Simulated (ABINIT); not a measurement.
**Quasiparticle gap of CsH (Fm-3m) in ABINIT**

Aim: the G0W0 gap of CsH (Fm-3m) on LDA, step by step.

Method: LDA and many-body steps on it, plane waves, in ABINIT 10.8.3.

The database entry behind the starting cell differs from later determinations by our own check (0.1 to 0.3 % short, probably kX units), so it need not match the best structure at ambient conditions.

## Step 1: The structure

Symmetry: Fm-3m, No. 225, cubic system. Conventional cell: a = 6.376 Å, b = 6.376 Å, c = 6.376 Å, α = 90.00°, β = 90.00°, γ = 90.00°. Nearest to Cs lie 6 H at 3.19 Å. Nearest to H lie 6 Cs at 3.19 Å. Farther neighbours are not listed.

The cell and positions come from the Crystallography Open Database and are kept as given unless a step says otherwise. Spin-orbit coupling is left out unless a step names it.

## Step 2: Ground state

This step: ABINIT 10.8.3; DFT, LDA, plane waves, norm-conserving pseudopotentials.

The ground-state density comes first.

The input, run.abi:

```
acell 3*1.0 Angstrom
rprim 
  -0.000000000000 3.188000000000 3.188000000000
  3.188000000000 -0.000000000000 3.188000000000
  3.188000000000 3.188000000000 -0.000000000000
ntypat 2
znucl 55 1
natom 2
typat 1 2
xred 
  0.000000000000 0.000000000000 0.000000000000
  0.500000000000 0.500000000000 0.500000000000
pp_dirpath "pseudos"
pseudos "Cs.upf, H.upf"
ecut 31
ngkpt 6 6 6
nshiftk 1
shiftk 0 0 0
kptopt 1
chksymbreak 0
nband 10
occopt 1
tolvrs 1e-10
nstep 60
prtwf 0
optforces 0
optstress 0
indata_prefix "in"
outdata_prefix "out"
tmpdata_prefix "tmp"
```

Run with:

```console
OMP_NUM_THREADS=1 mpirun -n 4 abinit run.abi > log
```

Numbers of over 12 decimals in the logs are rounded to 6 here.

The log of the run:

```text
.Version 10.8.3 of ABINIT. v10.8.2 released Aug 2026.

 Symmetries : space group Fm -3 m (#225); Bravais cF (face-center cubic)
================================================================================
 Values of the parameters that define the memory need of the present run
     intxc =       0    ionmov =       0      iscf =       7    lmnmax =       8
     lnmax =       8     mgfft =      45  mpssoang =       4    mqgrid =    3001
     natom =       2  nloc_mem =       1    nspden =       1   nspinor =       1
    nsppol =       1      nsym =      48    n1xccc =    2501    ntypat =       2
    occopt =       1   xclevel =       1
-    mband =          10        mffmem =           1         mkmem =           4
       mpw =        3623          nfft =       91125          nkpt =          16
================================================================================
  Rough estimation (10% accuracy) of disk space for files :
================================================================================

--------------------------------------------------------------------------------
------------- Echo of variables that govern the present computation ------------
--------------------------------------------------------------------------------
 -outvars: echo values of preprocessed input variables --------
            acell      1.8897261259E+00  1.8897261259E+00  1.8897261259E+00 Bohr

      chksymbreak           0
             ecut      3.10000000E+01 Hartree
-          fftalg         312

              ixc       -1012
              kpt      0.00000000E+00  0.00000000E+00  0.00000000E+00
                       1.66666667E-01  0.00000000E+00  0.00000000E+00
                       3.33333333E-01  0.00000000E+00  0.00000000E+00
                       5.00000000E-01  0.00000000E+00  0.00000000E+00
                       1.66666667E-01  1.66666667E-01  0.00000000E+00
                       3.33333333E-01  1.66666667E-01  0.00000000E+00
                       5.00000000E-01  1.66666667E-01  0.00000000E+00
                      -3.33333333E-01  1.66666667E-01  0.00000000E+00
                      -1.66666667E-01  1.66666667E-01  0.00000000E+00
   [... 5 further rows ...]
                      -3.33333333E-01  3.33333333E-01  1.66666667E-01
                      -3.33333333E-01  5.00000000E-01  1.66666667E-01
         kptrlatt        6    0    0      0    6    0      0    0    6
          kptrlen      5.11191270E+01
P           mkmem           4
            natom           2
            nband          10
            ngfft          45      45      45
             nkpt          16
            nstep          60
             nsym          48
           ntypat           2
              occ      2.000000  2.000000  2.000000  2.000000  2.000000  0.000000
                       0.000000  0.000000  0.000000  0.000000
        optforces           0
        optstress           0
            prtwf           0
            rprim     -0.0000000000E+00  3.1880000000E+00  3.1880000000E+00
[...]
spgroup         225

           tolvrs      1.00000000E-10

             xred      0.0000000000E+00  0.0000000000E+00  0.0000000000E+00
[...]
znucl       55.00000    1.00000

================================================================================

 chkinp: Checking input parameters for consistency.

================================================================================
== DATASET  1 ==================================================================
-   mpi_nproc: 4, omp_nthreads: 1 (-1 if OMP is not activated)

--- !DatasetInfo
iteration_state: {dtset: 1, }
dimensions: {natom: 2, nkpt: 16, mband: 10, nsppol: 1, nspinor: 1, nspden: 1, mpw: 3623, }
cutoff_energies: {ecut:  31.0, pawecutdg:  -1.0, }
electrons: {nelect:   1.00000000E+01, charge:   0.00000000E+00, occopt:   1.00000000E+00, tsmear:   1.00000000E-02, }

 Real(R)+Recip(G) space primitive vectors, cartesian coordinates (Bohr,Bohr^-1):
 R(1)=  0.0000000  6.0244469  6.0244469  G(1)= -0.0829952  0.0829952  0.0829952
 R(2)=  6.0244469  0.0000000  6.0244469  G(2)=  0.0829952 -0.0829952  0.0829952
 R(3)=  6.0244469  6.0244469  0.0000000  G(3)=  0.0829952  0.0829952 -0.0829952
 Unit cell volume ucvol=  4.3730207E+02 bohr^3
 Angles (23,13,12)=  6.00000000E+01  6.00000000E+01  6.00000000E+01 degrees

 getcut: wavevector=  0.0000  0.0000  0.0000  ngfft=  45  45  45
         ecut(hartree)=     31.000   => boxcut(ratio)=   2.06051

--- Pseudopotential description ------------------------------------------------
- Cs Generated using ONCVPSP code by D. R. Hamann
- 55.00000   9.00000  201201                  znucl, zion, pspdat
12 -1012 3 -1 2328                            pspcod,pspxc,lmax,lloc,mmax
     nproj     2     2     2     2
  pspatm : epsatm=   21.68725381
         --- l  ekb(1:nproj) -->
[...]
pspatm: atomic psp has been read  and splines computed

- H Generated using ONCVPSP code by D. R. Hamann
-  1.00000   1.00000  180309                  znucl, zion, pspdat
12 -1012 1 -1 1180                            pspcod,pspxc,lmax,lloc,mmax
     nproj     2     1     0     0
  pspatm : epsatm=    0.35439867
         --- l  ekb(1:nproj) -->
             0   -1.665338   -0.519510
             1   -0.275071
 pspatm: atomic psp has been read  and splines computed

   2.20416525E+02                                ecore*ucvol(ha*bohr**3)
--------------------------------------------------------------------------------

_setup2: Arith. and geom. avg. npw (full set) are    3602.847    3602.825

================================================================================

--- !BeginCycle
iteration_state: {dtset: 1, }
solver: {iscf: 7, nstep: 60, nline: 4, wfoptalg: 0, }
tolerances: {tolvrs: 1.00E-10, }

     iter   Etot(hartree)      deltaE(h)  residm     vres2
 ETOT  1  -23.995877116049    -2.400E+01 2.032E-02 2.162E+02
 ETOT  2  -24.026635544660    -3.076E-02 6.803E-04 1.090E+00
 ETOT  3  -24.026903292651    -2.677E-04 2.019E-03 4.215E-01
 ETOT  4  -24.026934009558    -3.072E-05 2.475E-03 5.396E-04
 ETOT  5  -24.026934158056    -1.485E-07 3.509E-03 7.016E-05
 ETOT  6  -24.026934171512    -1.346E-08 7.499E-04 3.046E-06
 ETOT  7  -24.026934172015    -5.027E-10 4.624E-04 1.556E-07
 ETOT  8  -24.026934172056    -4.118E-11 7.432E-05 1.211E-08
 ETOT  9  -24.026934172058    -1.862E-12 1.214E-05 8.183E-11

 At SCF step    9       vres2   =  8.18E-11 < tolvrs=  1.00E-10 =>converged.

--- !ResultsGS
iteration_state: {dtset: 1, }
comment   : Summary of ground state results
lattice_vectors:
- [ -0.0000000,   6.0244469,   6.0244469, ]
- [  6.0244469,  -0.0000000,   6.0244469, ]
- [  6.0244469,   6.0244469,  -0.0000000, ]
lattice_lengths: [   8.51985,    8.51985,    8.51985, ]
lattice_angles: [ 60.000,  60.000,  60.000, ] # degrees, (23, 13, 12)
lattice_volume:   4.3730207E+02
convergence: {deltae: -1.862E-12, res2:  8.183E-11, residm:  1.214E-05, diffor:  0.000E+00, }
etotal    :  -2.40269342E+01
entropy   :   0.00000000E+00
fermie    :   6.42267460E-02
cartesian_stress_tensor: null
pressure_GPa: null
xred      :
- [  0.0000E+00,   0.0000E+00,   0.0000E+00, Cs]
- [  5.0000E-01,   5.0000E-01,   5.0000E-01,  H]
cartesian_forces: null
force_length_stats: {min: null, max: null, mean: null, }

 Integrated electronic density in atomic spheres:
 ------------------------------------------------
 Atom  Sphere_radius  Integrated_density
    1        2.00000          4.47256378
    2        2.00000          1.08668999
================================================================================

 ----iterations are completed or convergence reached----

 Mean square residual over all n,k,spin=   13.344E-08; max=  12.139E-06
 reduced coordinates (array xred) for    2 atoms
       0.000000000000      0.000000000000      0.000000000000
       0.500000000000      0.500000000000      0.500000000000
 rms dE/dt=  0.0000E+00; max dE/dt=  0.0000E+00; dE/dt below (all hartree)
    1       0.000000000000      0.000000000000      0.000000000000
    2       0.000000000000      0.000000000000      0.000000000000

 cartesian coordinates (angstrom) at end:
    1      0.000000     0.000000     0.000000
    2      3.188000     3.188000     3.188000
 length scales=  1.889726125908  1.889726125908  1.889726125908 bohr
              =  1.000000000000  1.000000000000  1.000000000000 angstroms
 prteigrs : about to open file out_EIG
 Fermi (or HOMO) energy (hartree) =   0.06423   Average Vxc (hartree)=  -0.28349
 Eigenvalues (hartree) for nkpt=  16  k points:
 kpt#   1, nband= 10, wtk=  0.00463, kpt=  0.0000  0.0000  0.0000 (reduced coord)
  -0.72637   -0.22574   -0.22574   -0.22574   -0.00418    0.24858    0.24858    0.24858
   0.27254    0.31552
 prteigrs : prtvol=0 or 1, do not print more k-points.

--- !EnergyTerms
iteration_state     : {dtset: 1, }
comment             : Components of total free energy in Hartree
kinetic             :  5.64887023681933E+00
hartree             :  3.20055276836606E+00
xc                  : -7.18822019839373E+00
Ewald energy        : -1.64153609977453E+01
psp_core            :  5.04037228558503E-01
local_psp           : -1.30822222923221E+01
non_local_psp       :  3.30540908265911E+00
total_energy        : -2.40269341720581E+01
total_energy_eV     : -6.53806186062633E+02
band_energy         : -2.80224718086788E+00

== END DATASET(S) ==============================================================
================================================================================

 -outvars: echo values of variables after computation  --------
           etotal     -2.4026934172E+01
            nband          10
             nkpt          16
          spgroup         225
 [... the other variables as echoed above ...]

 Calculation completed.
```

Run time: 7.9 s. Hardware: 4 MPI ranks of Arm Neoverse V1, shared host; peak memory 0.29 GiB.

This step gave:

```yaml
total_energy: -653.8062 eV
gap: 1.956 eV
k_of_the_valence_top: 0.5, 0, 0
k_of_the_conduction_bottom: 0.5, 0, 0
least_direct_gap: 1.956 eV
```

The gap is direct, at (0.500, 0.000, 0.000).

(Part 1 of 3 ends here.)

[Paths, hosts, dates, memory and timing lines, banners, echoed tables and standing remarks are left out of the program output.]

[Logs are printed without paths, hosts, clocks, repeated set-up lines and the standing remarks that a program may print on its own settings, such as how far it seeks lower states.]

[Runs of the session that timed out or met a known fault of the program may be left out.]

[Hosts, paths, dates, database ids (printed as entryN), source tags and the programs' standing remarks are cut or masked in the printed files.]

[G0W0 gaps are taken among the corrected bands and points alone; a level outside them can change the order at an edge.]

[Where Ansatz stands beside ABINIT at settings called matched, ABINIT's density can come from a denser mesh and the files from another edition; pairs whose starting gaps differed by over 0.03 eV were left out, so agreement reads better than it is.]
